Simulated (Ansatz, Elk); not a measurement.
## Bonding as seen by X-rays: BeCd3

Structure refinements treat a crystal as free atoms side by side. For a made-up structure of BeCd3 (cell and positions from a r2SCAN relaxation) the runs below show what the calculated density changes in F(hkl).

Program: Elk 11.2.3 (patched build). Level of theory: DFT, PBE, all-electron APW+lo, Dirac cores, scalar-relativistic bands, static density, no spin. Results are calculated unless marked as measured.

The structure was built from a prototype and need not be the compound's stable phase.

**1. Starting point**

It takes space group P6_3/mmc (No. 194, hexagonal). The conventional cell has a = 5.688 Å, b = 5.688 Å, c = 5.321 Å, α = 90.00°, β = 90.00°, γ = 120.00°. Nearest to Cd lie 8 Cd at 2.81 to 3.14 Å and 4 Be at 2.84 to 3.12 Å. Be has 12 Cd at 2.84 to 3.12 Å nearest. Farther neighbours are not listed.

As a file:

```cif
data_structure
_symmetry_space_group_name_H-M 'P 1'
_symmetry_Int_Tables_number 1
_cell_length_a 5.6880
_cell_length_b 5.6880
_cell_length_c 5.3211
_cell_angle_alpha 90.000
_cell_angle_beta 90.000
_cell_angle_gamma 120.000
_cell_volume 149.09
loop_
_atom_site_label
_atom_site_type_symbol
_atom_site_fract_x
_atom_site_fract_y
_atom_site_fract_z
_atom_site_occupancy
Cd1 Cd 0.16844 0.33687 0.25000 1
Cd2 Cd 0.16844 0.83156 0.25000 1
Cd3 Cd 0.66313 0.83156 0.25000 1
Cd4 Cd 0.83156 0.66313 0.75000 1
Cd5 Cd 0.83156 0.16844 0.75000 1
Cd6 Cd 0.33687 0.16844 0.75000 1
Be7 Be 0.33333 0.66667 0.75000 1
Be8 Be 0.66667 0.33333 0.25000 1
```

**2. Ground state and structure factors**

An all-electron density is needed, since X-rays see the cores too. Task 0 finds the density and task 195 Fourier-transforms it; tshift is off so that phases refer to the origin typed.

File elk.in:

```
tasks
  0
  195

xctype
  20

spinpol
  .false.

rgkmax
  7.0

gmaxvr
  14.0

lmaxo
  7

lmaxapw
  8

swidth
  0.002

tshift
  .false.

ramdisk
  .false.

hmaxvr
  5.5

maxscl
  120

epspot
  1e-06

sppath
  './'

avec
  10.74880443123 0.00000000000 0.00000000000
  -5.37440221562 9.30873769776 0.00000000000
  0.00000000000 0.00000000000 10.05541383332

atoms
  2
  'Cd.in'
  6
  0.1684367992 0.3368735984 0.2500000000   0.000000 0.000000 0.000000
  0.1684367992 0.8315632008 0.2500000000   0.000000 0.000000 0.000000
  0.6631264016 0.8315632008 0.2500000000   0.000000 0.000000 0.000000
  0.8315632008 0.6631264016 0.7500000000   0.000000 0.000000 0.000000
  0.8315632008 0.1684367992 0.7500000000   0.000000 0.000000 0.000000
  0.3368735984 0.1684367992 0.7500000000   0.000000 0.000000 0.000000
  'Be.in'
  2
  0.3333333333 0.6666666667 0.7500000000   0.000000 0.000000 0.000000
  0.6666666667 0.3333333333 0.2500000000   0.000000 0.000000 0.000000

ngridk
  5 5 4
```

On the command line:

```console
$ OMP_NUM_THREADS=4 elk
```

Numbers of over 12 decimals in the logs are rounded to 6 here.

The log of the run:

```text
┌─────────────────────────┐
│ Elk code version 11.2.3 │
└─────────────────────────┘

All units are atomic (Hartree, Bohr, etc.)

┌─────────────────────────────────────────────────┐
│ Ground-state run starting from atomic densities │
└─────────────────────────────────────────────────┘

Lattice vectors :
   10.74880443       0.000000000       0.000000000
  -5.374402216       9.308737698       0.000000000
   0.000000000       0.000000000       10.05541383

Reciprocal lattice vectors :
  0.5845473650      0.3374885785      -0.000000000
   0.000000000      0.6749771571       0.000000000
   0.000000000      -0.000000000      0.6248559643

Unit cell volume      :    1006.122596
Brillouin zone volume :   0.2465407440

Muffin-tin inner radius fraction :   0.1000000000E-01

Nuclei treated as point charges

Species : 1 (Cd)
 parameters loaded from : Cd.in
 name : cadmium
 nuclear charge    :   -48.00000000
 electronic charge :    48.00000000
 atomic mass :    204912.7176
 muffin-tin radius :    2.600000000
 number of radial points in muffin-tin :   1193
 inner part over the whole radius :   0.9972693929E-02
 number on inner part of muffin-tin    :    850
 approximate nuclear radius :   0.8708852602E-04
 number of mesh points to nuclear radius :    426
 atomic positions (lattice), magnetic fields (Cartesian) :
  1 :   0.16843680  0.33687360  0.25000000    0.00000000  0.00000000  0.00000000
  2 :   0.16843680 -0.16843680  0.25000000    0.00000000  0.00000000  0.00000000
  3 :  -0.33687360 -0.16843680  0.25000000    0.00000000  0.00000000  0.00000000
  4 :  -0.16843680 -0.33687360 -0.25000000    0.00000000  0.00000000  0.00000000
  5 :  -0.16843680  0.16843680 -0.25000000    0.00000000  0.00000000  0.00000000
  6 :   0.33687360  0.16843680 -0.25000000    0.00000000  0.00000000  0.00000000

Species : 2 (Be)
 parameters loaded from : Be.in
 name : beryllium
 nuclear charge    :   -4.000000000
 electronic charge :    4.000000000
 atomic mass :    16428.20280
 muffin-tin radius :    1.800000000
 number of radial points in muffin-tin :    593
 inner part over the whole radius :   0.9826427374E-02
 number on inner part of muffin-tin    :    403
 approximate nuclear radius :   0.4290726161E-04
 number of mesh points to nuclear radius :    156
 atomic positions (lattice), magnetic fields (Cartesian) :
  1 :   0.33333333 -0.33333333 -0.25000000    0.00000000  0.00000000  0.00000000
  2 :  -0.33333333  0.33333333  0.25000000    0.00000000  0.00000000  0.00000000

Total number of atoms per unit cell :    8
Total muffin-tin volume :    490.5911088
 ratio of muffin-tin to unit cell volume :   0.4876056959

Spin treatment :
 spin-unpolarised

Number of Bravais lattice symmetries :   24
Number of crystal symmetries         :   24
Crystal has inversion symmetry
Real symmetric eigensolver will be used

k-point grid :      5     5     4
k-point offset :    0.000000000       0.000000000       0.000000000
k-point set is reduced with full crystal symmetry group
Total number of k-points :       15

Muffin-tin radius times maximum |G+k| :    7.000000000
 using average radius
Maximum |G+k| for APW functions       :    2.916666667
Maximum (1/2)|G+k|²                   :    4.253472222
Maximum |G| for potential and density :    14.00000000
Constant for pseudocharge density :    9
 order of it for each species :   16  16
 order of it for pair densities of each species (exact exchange by exxq0 0: 17) :   11   4
Radial integration step length :    1

G-vector grid sizes :     48    48    45
Number of G-vectors :    46575

Maximum angular momentum used for
 APW functions            :    8
 outer part of muffin-tin :    7
 inner part of muffin-tin :    2

Total nuclear charge    :   -296.0000000
Total core charge       :    184.0000000
Total valence charge    :    112.0000000
Total excess charge     :    0.000000000
Total electronic charge :    296.0000000

Effective Wigner radius, rₛ :   0.9327319659

Number of empty states         :     32
[...]
xc potential                :     -1203.0393050393
 exchange                    :     -917.62781232993
 correlation                 :     -15.748412896870
 electron entropic           :    -0.57668192860425E-03
 total energy                :     -33612.088152712

Density of states at Fermi energy :    44.70394149
 (states/Hartree/unit cell)

Estimated indirect band gap :   0.2499191022E-02
 from k-point 2 to k-point 4
Estimated direct band gap   :   0.1134498873E-01
 at k-point 4

Charges :
 core                        :    184.0000000
 valence                     :    112.0000000
 interstitial                :    11.00521746
 muffin-tins (core leakage)
  species : 1 (Cd)
[...]
species : 2 (Be)
[...]
total in muffin-tins        :    284.9947825
 total calculated charge     :    295.9956899
 total charge                :    296.0000000
 error                       :   0.4310134789E-02

RMS change in Kohn-Sham potential (target) :    3.522301533     (  0.1000000000E-05)
Absolute change in total energy (target)   :    5.351304684     (  0.1000000000E-03)

[... loops 3 to 14 left out ...]

┌──────────────────┐
│ Loop number : 15 │
└──────────────────┘

Energies :
 Fermi                       :     0.224489
 sum of occupied eigenvalues :     -20171.954524868
 electron kinetic            :      35232.202820941
 core electron kinetic       :      34116.775564530
 Coulomb                     :     -67903.480578248
 Coulomb potential           :     -54185.307637500
 nuclear-nuclear             :     -3562.6423452639
 electron-nuclear            :     -74588.025158700
 Hartree                     :      10247.186925716
 Madelung                    :     -40810.826759498
 xc potential                :     -1218.8497083094
 exchange                    :     -918.52059878383
 correlation                 :     -15.760743696172
 electron entropic           :    -0.52613327637533E-03
 total energy                :     -33605.559625920

Density of states at Fermi energy :    38.64167656
 (states/Hartree/unit cell)

Estimated indirect band gap :   0.4935509033E-02
 from k-point 4 to k-point 2
Estimated direct band gap   :   0.1500497332E-01
 at k-point 2

Charges :
 core                        :    184.0000000
 valence                     :    112.0000000
 interstitial                :    10.51889426
 muffin-tins (core leakage)
  species : 1 (Cd)
[...]
species : 2 (Be)
[...]
total in muffin-tins        :    285.4811057
 total calculated charge     :    295.9957935
 total charge                :    296.0000000
 error                       :   0.4206508951E-02

RMS change in Kohn-Sham potential (target) :   0.3454851342E-06 (  0.1000000000E-05)
Absolute change in total energy (target)   :   0.1769711525E-04 (  0.1000000000E-03)

Convergence targets achieved

┌──────────────────┐
│ Loop number : 16 │
└──────────────────┘

Energies :
 Fermi                       :     0.224489
 sum of occupied eigenvalues :     -20171.954524023
 electron kinetic            :      35232.202815774
 core electron kinetic       :      34116.775558959
 Coulomb                     :     -67903.480574232
 Coulomb potential           :     -54185.307633350
 nuclear-nuclear             :     -3562.6423452639
 electron-nuclear            :     -74588.025155082
 Hartree                     :      10247.186926114
 Madelung                    :     -40810.826757557
 xc potential                :     -1218.8497064473
 exchange                    :     -918.52059876289
 correlation                 :     -15.760743693440
 electron entropic           :    -0.52613326150286E-03
 total energy                :     -33605.559627048

Density of states at Fermi energy :    38.64167448
 (states/Hartree/unit cell)

Estimated indirect band gap :   0.4935510451E-02
 from k-point 4 to k-point 2
Estimated direct band gap   :   0.1500497258E-01
 at k-point 2

Charges :
 core                        :    184.0000000
 valence                     :    112.0000000
 interstitial                :    10.51889416
 muffin-tins (core leakage)
  species : 1 (Cd)
[...]
atom 6                    :    46.72190568     (  0.2420736555E-03)
  species : 2 (Be)
   atom 1                    :    2.574835885     (  0.1077105198E-02)
   atom 2                    :    2.574835885     (  0.1077105198E-02)
 total in muffin-tins        :    285.4811058
 total calculated charge     :    295.9957935
 total charge                :    296.0000000
 error                       :   0.4206508925E-02

┌──────────────────────────────┐
│ Self-consistent loop stopped │
└──────────────────────────────┘

Warning : core states of species 1 leak from the muffin-tin :   0.2420736555E-03

Warning : core states of species 2 leak from the muffin-tin :   0.1077105198E-02

Wrote STATE.OUT
```

Wall time 28 s (4 threads of AMD EPYC 9B45 (Zen 5), shared host); peak memory 0.31 GiB; 69 s of CPU time.

SFACRHO.OUT:

```text

h k l indices transformed by vhmat matrix:
   1.000000000       0.000000000       0.000000000    
   0.000000000       1.000000000       0.000000000    
   0.000000000       0.000000000       1.000000000    

      h      k      l  multipl.   |H|            Re(F)            Im(F)           |F|

      0      0      0      1   0.0000000       296.00000      0.65441808E-16   296.00000    
      0      0      1      2  0.62485596      0.74996158E-13  -0.0000000      0.74996158E-13
      0     -1      0      6  0.67497716       38.108002      0.13962756E-13   38.108002    
      0     -1     -1      6  0.91980386       70.962435      0.77449662E-14   70.962435    
     -1      1      1      6  0.91980386      -70.962435      0.17017109E-13   70.962435    
     -2      1      0      6   1.1690947      -75.932055     -0.20011081E-13   75.932055    
      0      0      2      2   1.2497119      -241.72964      0.90707508E-16   241.72964    
     -1      2      1     12   1.3256046      0.23243769E-08 -0.35343226E-13  0.23243769E-08
      0      2      0      6   1.3499543      -117.75614     -0.87267224E-15   117.75614    
      0     -1     -2      6   1.4203429      -33.071997     -0.74177141E-14   33.071997    
     -1      1      2      6   1.4203429      -33.071997     -0.52360335E-14   33.071997    
     -2      2      1      6   1.4875556      -197.33278     -0.53451175E-14   197.33278    
     -2      0      1      6   1.4875556       197.33278     -0.20725966E-14   197.33278    
      1     -2     -2     12   1.7113043       67.306142     -0.52655871E-14   67.306142    
     -1     -2      0     12   1.7858217       38.514072      0.30979865E-13   38.514072    
     -2      2      2      6   1.8396077       105.00417     -0.74177141E-14   105.00417    
      0     -2     -2      6   1.8396077       105.00417      0.10035731E-13   105.00417    
      0      0      3      2   1.8745679     -0.22422332E-12  -0.0000000      0.22422332E-12
```

Elk indexes on the primitive cell of elk.in and gives |H| = 4π sin θ/λ in inverse bohr. Below, one row stands for each form hkl of the conventional cell (m members, Friedel mates merged), F is for one primitive cell and the density is static (no thermal factor). Free-atom factors are Waasmaier and Kirfel's, and R is Σm||F|−|F'||/Σm|F|.

| hkl | m | sin θ/λ (Å⁻¹) | abs F, DFT | neutral atoms | diff. |
| --- | --- | --- | --- | --- | --- |
| 001 | 2 | 0.094 | 0.000 | 0.000 | +0.000 |
| 100 | 6 | 0.102 | 38.108 | 38.230 | -0.122 |
| 101 | 12 | 0.138 | 70.962 | 71.237 | -0.275 |
| 110 | 6 | 0.176 | 75.932 | 76.209 | -0.276 |
| 002 | 2 | 0.188 | 241.730 | 242.189 | -0.459 |
| 111 | 12 | 0.199 | 0.000 | 0.000 | +0.000 |
| 200 | 6 | 0.203 | 117.756 | 118.239 | -0.483 |
| 102 | 12 | 0.214 | 33.072 | 33.208 | -0.136 |
| 201 | 12 | 0.224 | 197.333 | 198.250 | -0.917 |
| 112 | 12 | 0.257 | 67.306 | 67.489 | -0.183 |
| 210 | 12 | 0.269 | 38.514 | 38.552 | -0.038 |
| 202 | 12 | 0.277 | 105.004 | 105.228 | -0.224 |
| 003 | 2 | 0.282 | 0.000 | 0.000 | +0.000 |
| 211 | 24 | 0.284 | 52.926 | 52.968 | -0.042 |

**3. The highest occupied states alone**

An energy window below the Fermi level keeps the highest occupied states, to see at which angles they scatter; shallow core shells can lie inside it and anion s states outside. No new self-consistency is needed.

Edit elk.in of step 2 so:

```diff
@@ -1,3 +1,2 @@
 tasks
-  0
   195
@@ -40,2 +39,5 @@
 
+wsfac
+  -0.216500 0.524490
+
 sppath
```

On the command line:

```console
$ OMP_NUM_THREADS=4 elk
```

The log of the run:

```text
┌─────────────────────────────────┐
│ Elk code version 11.2.3 started │
└─────────────────────────────────┘

Info(readinput): the functional depends on the density's gradient
 muffin-tin radial points multiplied by    2.00000
 (not where nrmtscf is given)

┌────────────────────┐
│ Current task : 195 │
└────────────────────┘

Info(sfacrho): density structure factors written to SFACRHO.OUT

 Energy window :  -0.2165000000      0.5244900000

┌──────────────────┐
│ Elk code stopped │
└──────────────────┘
```

Run time: 8.3 s. Hardware: 4 threads; peak memory 0.24 GiB; 10 s of CPU time.

States within 12 eV below the Fermi level hold 76.00 electrons; any levels below the window count with the cores. Their amplitudes can exceed the total, where window and core parts have opposite phase:

| hkl | sin θ/λ (Å⁻¹) | abs F, window | abs F, all |
| --- | --- | --- | --- |
| 001 | 0.094 | 0.000 | 0.000 |
| 100 | 0.102 | 7.570 | 38.108 |
| 101 | 0.138 | 12.904 | 70.962 |
| 110 | 0.176 | 12.302 | 75.932 |
| 002 | 0.188 | 37.231 | 241.730 |
| 111 | 0.199 | 0.000 | 0.000 |
| 200 | 0.203 | 16.715 | 117.756 |
| 102 | 0.214 | 4.641 | 33.072 |
| 201 | 0.224 | 25.218 | 197.333 |
| 112 | 0.257 | 7.777 | 67.306 |

**4. Another functional**

The difference from free atoms is small, so it is set against the change that PBEsol makes.

Edit elk.in of step 3 so:

```diff
@@ -1,2 +1,3 @@
 tasks
+  0
   195
@@ -4,3 +5,3 @@
 xctype
-  20
+  22
 
@@ -39,5 +40,2 @@
 
-wsfac
-  -0.216500 0.524490
-
 sppath
```

On the command line:

```console
$ OMP_NUM_THREADS=4 elk
```

The log of the run:

```text
┌─────────────────────────┐
│ Elk code version 11.2.3 │
└─────────────────────────┘

All units are atomic (Hartree, Bohr, etc.)

┌─────────────────────────────────────────────────┐
│ Ground-state run starting from atomic densities │
└─────────────────────────────────────────────────┘

Lattice vectors :
   10.74880443       0.000000000       0.000000000
  -5.374402216       9.308737698       0.000000000
   0.000000000       0.000000000       10.05541383

Reciprocal lattice vectors :
  0.5845473650      0.3374885785      -0.000000000
[...]
species : 2 (Be)
   atom 1                    :    2.562929349     (  0.1113040446E-02)
   atom 2                    :    2.562929349     (  0.1113040446E-02)
 total in muffin-tins        :    285.4723172
 total calculated charge     :    295.9956958
 total charge                :    296.0000000
 error                       :   0.4304150399E-02

┌──────────────────────────────┐
│ Self-consistent loop stopped │
└──────────────────────────────┘

Warning : core states of species 1 leak from the muffin-tin :   0.2447853706E-03

Warning : core states of species 2 leak from the muffin-tin :   0.1113040446E-02

Wrote STATE.OUT
[key lines of the parts left out:]
total energy                :     -33589.864292201
```

Elapsed: 23 s, on 4 threads; peak memory 0.31 GiB.

Against the first run R = 0.02 %; the largest change is -0.077 at 002.

**5. A coarser k-mesh**

About half the k-points along each axis test the sampling.

Edit elk.in of step 4 so:

```diff
@@ -5,3 +5,3 @@
 xctype
-  22
+  20
 
@@ -64,2 +64,2 @@
 ngridk
-  5 5 4
+  2 2 2
```

On the command line:

```console
$ OMP_NUM_THREADS=4 elk
```

The log of the run:

```text
┌─────────────────────────┐
│ Elk code version 11.2.3 │
└─────────────────────────┘

All units are atomic (Hartree, Bohr, etc.)

┌─────────────────────────────────────────────────┐
│ Ground-state run starting from atomic densities │
└─────────────────────────────────────────────────┘

Lattice vectors :
   10.74880443       0.000000000       0.000000000
  -5.374402216       9.308737698       0.000000000
   0.000000000       0.000000000       10.05541383

Reciprocal lattice vectors :
  0.5845473650      0.3374885785      -0.000000000
[...]
species : 2 (Be)
   atom 1                    :    2.572395370     (  0.1076933001E-02)
   atom 2                    :    2.572395370     (  0.1076933001E-02)
 total in muffin-tins        :    285.4590640
 total calculated charge     :    295.9958002
 total charge                :    296.0000000
 error                       :   0.4199785806E-02

┌──────────────────────────────┐
│ Self-consistent loop stopped │
└──────────────────────────────┘

Warning : core states of species 1 leak from the muffin-tin :   0.2420655448E-03

Warning : core states of species 2 leak from the muffin-tin :   0.1076933001E-02

Wrote STATE.OUT
[key lines of the parts left out:]
total energy                :     -33605.591030476
```

Run time: 15 s. Hardware: 4 threads; peak memory 0.29 GiB; 29 s of CPU time.

Against the first run R = 0.01 %; the largest change is -0.170 at 002.

**6. Settings against the effect**

| run | R against the first run (%) | R against neutral atoms, low angle (%) | wall time |
| --- | --- | --- | --- |
| PBE, rgkmax 7 | 0.00 | 0.30 | 28 s |
| PBEsol | 0.02 | 0.32 | 23 s |
| k-mesh 2×2×2 | 0.01 | 0.30 | 15 s |

**7. Results**

| Property | Result |
| --- | --- |
| R against neutral atoms, sin θ/λ < 0.3 Å⁻¹ | 0.30 % |
| R against neutral atoms, 0.3 to 0.77 Å⁻¹ | 0.14 % |

**Reading.** Independent neutral atoms miss the calculated amplitudes by R = 0.30 % below 0.3 Å⁻¹ and 0.14 % from there to 0.77 Å⁻¹; by shells, 0.37 % below 0.15 Å⁻¹ (2 forms), 0.29 % 0.15 to 0.3 (10 forms), 0.10 % 0.3 to 0.45 (20 forms), 0.15 % above 0.45 (100 forms). Bonding, aspherical density and the tables' own atoms all enter these figures, and the runs don't part them. The largest change of an amplitude is -0.92 electrons, at 201. The window's part falls from 76.0 electrons at the origin to at most 1.44 between 0.45 and 0.77 Å⁻¹, where compact states inside the window still scatter. Below 0.3 Å⁻¹ the changes that finished (PBEsol and k-mesh 2×2×2) move F by R = 0.03 % at most, against the 0.30 % that separates it from free atoms. The basis has no finished test. Part of the difference isn't bonding: the tables are fits to free atoms and ions calculated by other methods than this functional. Thermal motion, anomalous dispersion and extinction are left out.

[Logs are printed without paths, hosts, clocks, repeated set-up lines and the standing remarks that a program may print on its own settings, such as how far it seeks lower states.]

[Hosts, paths, dates, database ids (printed as entryN), source tags and the programs' standing remarks are cut or masked in the printed files.]
